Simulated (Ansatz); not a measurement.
**CoSi2 (Fm-3m): the Drude term of Re ε in the infrared**

Re ε of CoSi2 (Fm-3m) at low photon energies is read from one computed spectrum; the carriers' damping was typed as γ = 0.1 eV.

The structure is cubic, space group Fm-3m (No. 225). Conventional cell: a = 5.356 Å, b = 5.356 Å, c = 5.356 Å, α = 90.00°, β = 90.00°, γ = 90.00°. Co on site a is surrounded by 8 Si at 2.32 Å. Si on site c is surrounded by 4 Co at 2.32 Å.

Method: Ansatz 0.2.0, PBE, independent particles, k-mesh 12×12×12 with interpolation inside its cells, Gaussian parameter 0.15 eV.

Launch of the response step: `ansatz run input.yaml --threads 4 --pin off --max-ram 8192MiB --backend cpu --events-out ev --progress --plain --runs-dir out`. The run took 9 s, on 4 threads of Intel(R) Xeon(R) Platinum 8375C CPU @ 2.90GHz (Ice Lake) (shared host).

```tsv
photon energy E (eV)	wavelength (µm)	Re ε
0.25	4.96	-507.8
0.30	4.13	-358.8
0.35	3.54	-264.2
0.40	3.10	?
0.50	2.48	-132.5
0.60	2.07	-100.6
0.70	1.77	-81.0
```

A Drude term over a constant background gives Re ε = ε_b − ωp²/(E² + γ²), linear in 1/(E² + γ²).

Working, on the rows shown:

| x = 1/(E² + γ²) (eV⁻²) | y = Re ε |
| --- | --- |
| 13.7931 | -507.8 |
| 10 | -358.8 |
| 7.54717 | -264.2 |
| 3.84615 | -132.5 |
| 2.7027 | -100.6 |
| 2 | -81 |

Means: x̄ = 6.6482, ȳ = -240.82. Σ(x − x̄)(y − ȳ) = -3924, Σ(x − x̄)² = 108.1. Slope = -3924 / 108.1 = -36.29; intercept = ȳ − slope · x̄ = 0.4517. The line misses the rows shown by at most 9.2.

**Question.** What does the fit predict for the withheld row, and how well does it do?

**Answer.** At x = 5.8824 the line gives y = -213.02. The run gave -202.0, so the interpolation is off by 11, 3 % of the range in the table.

Refitted with all rows, the slope is -36.36 and the intercept 2.4622. These give ωp = √(−slope) = 6.03 eV, against 6.34 eV from the program's Fermi-surface sum, and an intercept of 2.5. Taking the program's Drude term off the rows leaves 46 at the lowest energy and -1 at the highest, so the background isn't constant: interband transitions lie in or near the window, and neither fitted number can be trusted. The cell comes from an older database entry, whose edges can be off by a per cent or so. The values come from a sum over the points of one k-mesh and carry its error, which is largest for Fermi-surface quantities.

[Logs are printed without paths, hosts, clocks, repeated set-up lines and the standing remarks that a program may print on its own settings, such as how far it seeks lower states.]
